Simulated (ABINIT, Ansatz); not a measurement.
# MgSiS3 (Pm-3m): zone-centre phonons, part 2 of 4

Wanted: the vibrations of MgSiS3 (Pm-3m) at Γ, by two programs.

ABINIT 10.8.3; DFT LDA, scalar-relativistic, plane waves, HGH norm-conserving pseudopotentials.

So far. Step 4 (Relaxation): The volume changes by -0.3 % in this run and stands +8.6 % from the first cell. Step 5 (Ground state): The cell stands at -0.28 GPa: the relaxation ran with a smoothed and higher cutoff, and the difference is a stress of the finite basis. The relaxed cell has a = 4.467 Å (conventional setting).

The structure was built from a prototype and need not be the compound's stable phase.

## Step 6: Linear response at Γ

At q = 0 one unit cell holds all displacements. The response is solved for single atoms along the cell's directions, and symmetry skips those that follow from others. The crystal is treated as a metal, which screens a static field, so no field response is asked.

File dfpt_gamma.abi:

```

# common to the responses
getwfk_filepath "gso_WFK"
kptopt 2
nqpt 1
qpt 0.0 0.0 0.0
asr 0
chneut 0

# displacements
rfphon 1
rfatpol 1 5
rfdir 1 1 1
tolvrs 1.0d-10
prtwf 0

# basis, mesh and filling
ecut 30.0
ixc 7
ngkpt 6 6 6
nshiftk 1
shiftk 0.0 0.0 0.0
istwfk *1
occopt 7
tsmear 0.01
nband 19
nstep 100
diemac 1000000.0
prtebands 0
prtgsr 0

# cell and atoms
acell 3*1.0 Angstrom
rprim 
    4.466522916 0.0 0.0
    0.0 4.466522916 0.0
    0.0 0.0 4.466522916
ntypat 3
znucl 12 14 16
natom 5
typat 1 2 3 3 3
xred 
    0.0 0.0 0.0
    0.5 0.5 0.5
    0.5 0.5 0.0
    0.5 0.0 0.5
    0.0 0.5 0.5
pp_dirpath "./pseudo"
pseudos "Mg.hgh, Si.hgh, S.hgh"
```

Started as:

```sh
$ OMP_NUM_THREADS=1 mpirun -n 4 abinit dfpt_gamma.abi > dfpt_gamma.log
```

Numbers of over 12 decimals in the logs are rounded to 6 here.

dfpt_gamma.abo, the main output file:

```text
[banners, grids, parts of the stress and lines that vanish by symmetry left out]
- input  file    -> dfpt_gamma.abi
- output file    -> dfpt_gamma.abo
- root for input  files -> dfpt_gammai
- root for output files -> dfpt_gammao

 Symmetries : space group Pm -3 m (#221); Bravais cP (primitive cubic)
================================================================================
 Values of the parameters that define the memory need of the present run (RF).
     intxc =       0      iscf =       7    lmnmax =       3     lnmax =       3
     mgfft =      45  mpssoang =       2    mqgrid =    3001     natom =       5
  nloc_mem =       1    nspden =       1   nspinor =       1    nsppol =       1
      nsym =      48    n1xccc =       0    ntypat =       3    occopt =       7
   xclevel =       1
-    mband =          19        mffmem =           1         mkmem =          28
-   mkqmem =          28        mk1mem =          28           mpw =        4752
      nfft =       91125          nkpt =         112
- my_mband =          19
================================================================================
================================================================================

--------------------------------------------------------------------------------
------------- Echo of variables that govern the present computation ------------
--------------------------------------------------------------------------------
-
- outvars: echo of selected default values
-   iomode0 =  0 , fftalg0 =312 , wfoptalg0 =  0
-
- outvars: echo of global parameters not present in the input file
-  max_nthreads =    1
-
 -outvars: echo values of preprocessed input variables
 [... echo left out ...]
================================================================================

 chkinp: Checking input parameters for consistency.

[...]
== DATASET  1 ==================================================================
-   mpi_nproc: 4, omp_nthreads: 1 (-1 if OMP is not activated)

--- !DatasetInfo
iteration_state: {dtset: 1, }
dimensions: {natom: 5, nkpt: 112, mband: 19, nsppol: 1, nspinor: 1, nspden: 1, mpw: 4752, }
cutoff_energies: {ecut:  30.0, pawecutdg:  -1.0, }
electrons: {nelect:   2.40000000E+01, charge:   0.00000000E+00, occopt:   7.00000000E+00, tsmear:   1.00000000E-02, }
meta: {optdriver: 1, rfphon: 1, }
...

 mkfilename: getwfk from: gso_WFK

 Exchange-correlation functional for the present dataset will be:
  LDA: Perdew-Wang 92 LSD fit to Ceperley-Alder data - ixc=7
 Citation for XC functional:
  J.P.Perdew and Y.Wang, PRB 45, 13244 (1992)

 Real(R)+Recip(G) space primitive vectors, cartesian coordinates (Bohr,Bohr^-1):
 R(1)=  8.4405050  0.0000000  0.0000000  G(1)=  0.1184763  0.0000000  0.0000000
 R(2)=  0.0000000  8.4405050  0.0000000  G(2)=  0.0000000  0.1184763  0.0000000
 R(3)=  0.0000000  0.0000000  8.4405050  G(3)=  0.0000000  0.0000000  0.1184763
 Unit cell volume ucvol=  6.0131952E+02 bohr^3
 Angles (23,13,12)=  9.00000000E+01  9.00000000E+01  9.00000000E+01 degrees
 setup1 : take into account q-point for computing boxcut.

 getcut: wavevector=  0.0000  0.0000  0.0000  ngfft=  45  45  45
         ecut(hartree)=     30.000   => boxcut(ratio)=   2.11426

--- Pseudopotential description ------------------------------------------------
- pspini: atom type   1  psp file is ./pseudo/Mg.hgh

- pspini: atom type   2  psp file is ./pseudo/Si.hgh

- pspini: atom type   3  psp file is ./pseudo/S.hgh

  -3.62984339E+02                                ecore*ucvol(ha*bohr**3)
--------------------------------------------------------------------------------

 ==>  initialize data related to q vector <==

 The list of irreducible perturbations for this q vector is:
    1)    idir= 1    ipert=   1
    2)    idir= 1    ipert=   2
    3)    idir= 1    ipert=   3
    4)    idir= 3    ipert=   3

[...]
The perturbation idir=   2  ipert=   1 is
 symmetric of a previously calculated perturbation.
 So, its SCF calculation is not needed.

 The perturbation idir=   3  ipert=   1 is
 symmetric of a previously calculated perturbation.
 So, its SCF calculation is not needed.

 The perturbation idir=   2  ipert=   2 is
 symmetric of a previously calculated perturbation.
 So, its SCF calculation is not needed.

 The perturbation idir=   3  ipert=   2 is
 symmetric of a previously calculated perturbation.
 So, its SCF calculation is not needed.

[...]
The perturbation idir=   2  ipert=   5 is
 symmetric of a previously calculated perturbation.
 So, its SCF calculation is not needed.

 The perturbation idir=   3  ipert=   5 is
 symmetric of a previously calculated perturbation.
 So, its SCF calculation is not needed.

--------------------------------------------------------------------------------
 Perturbation wavevector (in red.coord.)   0.000000  0.000000  0.000000
 Perturbation : displacement of atom   1   along direction   1
 Found     8 symmetries that leave the perturbation invariant.

[...]
dfpt_looppert : total number of electrons, from k and k+q
  fully or partially occupied states are    2.400000E+01 and    2.400000E+01.
 Initialisation of the first-order wave-functions :
  ireadwf=   0

--- !BeginCycle
iteration_state: {dtset: 1, }
solver: {iscf: 7, nstep: 100, nline: 4, wfoptalg: 0, }
tolerances: {tolvrs: 1.00E-10, }
...

     iter   2DEtotal(Ha)        deltaE(Ha) residm    vres2
-ETOT  1   3.507599     -3.563E+00 5.984E-01 2.097E+04
 ETOT  2 -0.941564     -4.449E+00 4.340E-02 5.147E+02
 ETOT  3  -1.149213     -2.076E-01 4.586E-03 1.306E+02
 ETOT  4  -1.176172     -2.696E-02 1.026E-02 9.152E-01
 ETOT  5  -1.176377     -2.043E-04 4.225E-04 1.104E-02
[...]
At SCF step   11       vres2   =  7.24E-11 < tolvrs=  1.00E-10 =>converged.
[...]
Mean square residual over all n,k,spin=   11.521E-11; max=  76.729E-09

 Thirteen components of 2nd-order total energy (hartree) are
 1,2,3: 0th-order hamiltonian combined with 1st-order wavefunctions
     kin0=   8.18907432E+00 eigvalue=  -8.11842205E-01  local=  -4.31535866E+00
 4,5,6: 1st-order hamiltonian combined with 1st and 0th-order wfs
 loc psp =  -1.48851447E+00  Hartree=   1.96633269E+00     xc=  -8.14453006E-01
 note that "loc psp" includes a xc core correction that could be resolved
 7,8,9: eventually, occupation + non-local contributions
    edocc=   8.17498078E-01     enl0=   3.21556349E+00   enl1=  -1.50051149E+01
 1-9 gives the relaxation energy (to be shifted if some occ is /=2.0)
   erelax=  -8.24681464E+00
 10,11,12 Non-relaxation  contributions : frozen-wavefunctions and Ewald
 fr.local=  -2.57896697E+01 fr.nonlo=   1.10241152E+01  Ewald=   2.18359882E+01
 13,14 Frozen wf xc core corrections (1) and (2)
 frxc 1  =   0.00000000E+00  frxc 2 =   0.00000000E+00
 Resulting in :
 2DEtotal=   -0.1176380849E+01 Ha. Also 2DEtotal=   -0.320109536676E+02 eV
    (2DErelax=   -8.2468146397E+00 Ha. 2DEnonrelax=    7.0704337903E+00 Ha)
    (  non-var. 2DEtotal :   -1.1763808881E+00 Ha)

[...]
Perturbation wavevector (in red.coord.)   0.000000  0.000000  0.000000
 Perturbation : displacement of atom   2   along direction   1
 Found     8 symmetries that leave the perturbation invariant.

[...]
dfpt_looppert : total number of electrons, from k and k+q
  fully or partially occupied states are    2.400000E+01 and    2.400000E+01.
 Initialisation of the first-order wave-functions :
  ireadwf=   0

--- !BeginCycle
iteration_state: {dtset: 1, }
solver: {iscf: 7, nstep: 100, nline: 4, wfoptalg: 0, }
tolerances: {tolvrs: 1.00E-10, }
...

     iter   2DEtotal(Ha)        deltaE(Ha) residm    vres2
-ETOT  1   106.15546441869     -1.500E+01 1.207E+00 3.954E+05
[...]
At SCF step   12       vres2   =  2.29E-11 < tolvrs=  1.00E-10 =>converged.
[...]
Mean square residual over all n,k,spin=   94.364E-10; max=  60.910E-07

 Thirteen components of 2nd-order total energy (hartree) are
 1,2,3: 0th-order hamiltonian combined with 1st-order wavefunctions
     kin0=   1.35118742E+02 eigvalue=  -4.25400227E+00  local=  -1.15036894E+02
 4,5,6: 1st-order hamiltonian combined with 1st and 0th-order wfs
 loc psp =   2.70037088E+01  Hartree=   3.21316394E+01     xc=  -9.34104069E+00
 note that "loc psp" includes a xc core correction that could be resolved
 7,8,9: eventually, occupation + non-local contributions
    edocc=   7.73660337E+00     enl0=   7.22602124E+01   enl1=  -2.64234230E+02
 1-9 gives the relaxation energy (to be shifted if some occ is /=2.0)
   erelax=  -1.18615261E+02
 10,11,12 Non-relaxation  contributions : frozen-wavefunctions and Ewald
 fr.local=  -6.99688313E+01 fr.nonlo=   1.51427387E+02  Ewald=   3.97017968E+01
 13,14 Frozen wf xc core corrections (1) and (2)
 frxc 1  =   0.00000000E+00  frxc 2 =   0.00000000E+00
 Resulting in :
 2DEtotal=    0.2545091436E+01 Ha. Also 2DEtotal=    0.692554661084E+02 eV
    (2DErelax=   -1.1861526091E+02 Ha. 2DEnonrelax=    1.2116035235E+02 Ha)
    (  non-var. 2DEtotal :    2.5450916999E+00 Ha)

[...]
Perturbation wavevector (in red.coord.)   0.000000  0.000000  0.000000
 Perturbation : displacement of atom   3   along direction   1
 Found     4 symmetries that leave the perturbation invariant.

[...]
dfpt_looppert : total number of electrons, from k and k+q
  fully or partially occupied states are    2.400000E+01 and    2.400000E+01.
 Initialisation of the first-order wave-functions :
  ireadwf=   0

--- !BeginCycle
iteration_state: {dtset: 1, }
solver: {iscf: 7, nstep: 100, nline: 4, wfoptalg: 0, }
tolerances: {tolvrs: 1.00E-10, }
...

     iter   2DEtotal(Ha)        deltaE(Ha) residm    vres2
-ETOT  1   340.59062265461     -1.360E+02 1.350E+01 1.228E+06
[...]
At SCF step   13       vres2   =  7.45E-11 < tolvrs=  1.00E-10 =>converged.
[...]
Mean square residual over all n,k,spin=   57.753E-11; max=  24.937E-08

 Thirteen components of 2nd-order total energy (hartree) are
 1,2,3: 0th-order hamiltonian combined with 1st-order wavefunctions
     kin0=   5.19542110E+02 eigvalue=  -2.46716592E+01  local=  -4.84943262E+02
 4,5,6: 1st-order hamiltonian combined with 1st and 0th-order wfs
 loc psp =  -5.71361007E+01  Hartree=   1.44314185E+02     xc=  -4.54729734E+01
 note that "loc psp" includes a xc core correction that could be resolved
 7,8,9: eventually, occupation + non-local contributions
    edocc=   2.42120024E+01     enl0=   3.45399089E+02   enl1=  -8.99622883E+02
 1-9 gives the relaxation energy (to be shifted if some occ is /=2.0)
   erelax=  -4.78379492E+02
 10,11,12 Non-relaxation  contributions : frozen-wavefunctions and Ewald
 fr.local=   2.00039982E+01 fr.nonlo=   4.58064963E+02  Ewald=  -1.49374044E+00
 13,14 Frozen wf xc core corrections (1) and (2)
 frxc 1  =   0.00000000E+00  frxc 2 =   0.00000000E+00
 Resulting in :
 2DEtotal=   -0.1804271479E+01 Ha. Also 2DEtotal=   -0.490967280958E+02 eV
    (2DErelax=   -4.7837949202E+02 Ha. 2DEnonrelax=    4.7657522054E+02 Ha)
    (  non-var. 2DEtotal :   -1.8042713921E+00 Ha)

[...]
Perturbation wavevector (in red.coord.)   0.000000  0.000000  0.000000
 Perturbation : displacement of atom   3   along direction   3
 Found     8 symmetries that leave the perturbation invariant.

--------------------------------------------------------------------------------

--------------------------------------------------------------------------------

 dfpt_looppert : total number of electrons, from k and k+q
  fully or partially occupied states are    2.400000E+01 and    2.400000E+01.
 Initialisation of the first-order wave-functions :
  ireadwf=   0

--- !BeginCycle
iteration_state: {dtset: 1, }
solver: {iscf: 7, nstep: 100, nline: 4, wfoptalg: 0, }
tolerances: {tolvrs: 1.00E-10, }
...

     iter   2DEtotal(Ha)        deltaE(Ha) residm    vres2
-ETOT  1   459.53218445714     -4.185E+01 4.806E+00 1.611E+06
[...]
ETOT 11   9.475176     -2.331E-12 1.439E-08 1.251E-09
 ETOT 12   9.475176     -1.228E-11 6.262E-09 6.229E-11

 At SCF step   12       vres2   =  6.23E-11 < tolvrs=  1.00E-10 =>converged.
[...]
Mean square residual over all n,k,spin=   11.407E-12; max=  62.621E-10

 Thirteen components of 2nd-order total energy (hartree) are
 1,2,3: 0th-order hamiltonian combined with 1st-order wavefunctions
     kin0=   5.18470324E+02 eigvalue=  -1.66472503E+01  local=  -4.60571317E+02
 4,5,6: 1st-order hamiltonian combined with 1st and 0th-order wfs
 loc psp =  -7.75575245E+01  Hartree=   1.55233389E+02     xc=  -4.35705514E+01
 note that "loc psp" includes a xc core correction that could be resolved
 7,8,9: eventually, occupation + non-local contributions
    edocc=   3.59476178E+01     enl0=   3.03049626E+02   enl1=  -9.06266155E+02
 1-9 gives the relaxation energy (to be shifted if some occ is /=2.0)
   erelax=  -4.91911840E+02
 10,11,12 Non-relaxation  contributions : frozen-wavefunctions and Ewald
 fr.local=  -1.27666496E+02 fr.nonlo=   4.65273755E+02  Ewald=   1.63779758E+02
 13,14 Frozen wf xc core corrections (1) and (2)
 frxc 1  =   0.00000000E+00  frxc 2 =   0.00000000E+00
 Resulting in :
 2DEtotal=    0.9475175808E+01 Ha. Also 2DEtotal=    0.257832668668E+03 eV
    (2DErelax=   -4.9191184033E+02 Ha. 2DEnonrelax=    5.0138701614E+02 Ha)
    (  non-var. 2DEtotal :    9.4751762907E+00 Ha)

[...]
---- first-order wavefunction calculations are completed ----

 ==> Compute Derivative Database <==

 [... matrices left out ...]
  Phonon wavevector (reduced coordinates) :  0.00000  0.00000  0.00000
 Phonon energies in Hartree :
  -9.269576E-04 -9.269576E-04 -9.269576E-04 -8.053269E-04 -8.053269E-04
  -8.053269E-04 -3.572835E-05 -3.572835E-05 -3.572835E-05  4.201806E-06
   4.201806E-06  4.201808E-06  1.800818E-03  1.800818E-03  1.800818E-03
 Phonon frequencies in cm-1    :
- -2.034437E+02 -2.034437E+02 -2.034437E+02 -1.767488E+02 -1.767488E+02
- -1.767488E+02 -7.841467E+00 -7.841467E+00 -7.841467E+00  9.221897E-01
-  9.221898E-01  9.221902E-01  3.952339E+02  3.952339E+02  3.952339E+02

== END DATASET(S) ==============================================================
================================================================================

 -outvars: echo values of variables after computation
            acell      1.8897261259E+00  1.8897261259E+00  1.8897261259E+00 Bohr
           etotal      9.4751758083E+00
            fcart      0.0000000000E+00  0.0000000000E+00  0.0000000000E+00
           strten      0.0000000000E+00  0.0000000000E+00  0.0000000000E+00
================================================================================
```

Run time: 3 min. Hardware: 4 MPI ranks of Arm Neoverse V1, shared host; 12 min of CPU time.

Read from the output:

```
largest acoustic frequency at the zone centre before the sum rule : 0.92 cm⁻¹
highest optical zone-centre mode (no LO-TO term)                  : 395.2 cm⁻¹
lowest optical zone-centre mode                                   : -203.4 cm⁻¹
```

The acoustic modes at Γ come out as far as 0.9 cm⁻¹ from zero, where they should vanish, a small numerical error. The lowest optical mode is imaginary, 203i cm⁻¹, an instability at this level and on this k mesh.

(Continued in part 3 of 4.)

[Host names and launcher messages were left out of these logs when they were recorded.]

[Logs are printed without paths, hosts, clocks, repeated set-up lines and the standing remarks that a program may print on its own settings, such as how far it seeks lower states.]

[Hosts, paths, dates, database ids (printed as entryN), source tags and the programs' standing remarks are cut or masked in the printed files.]
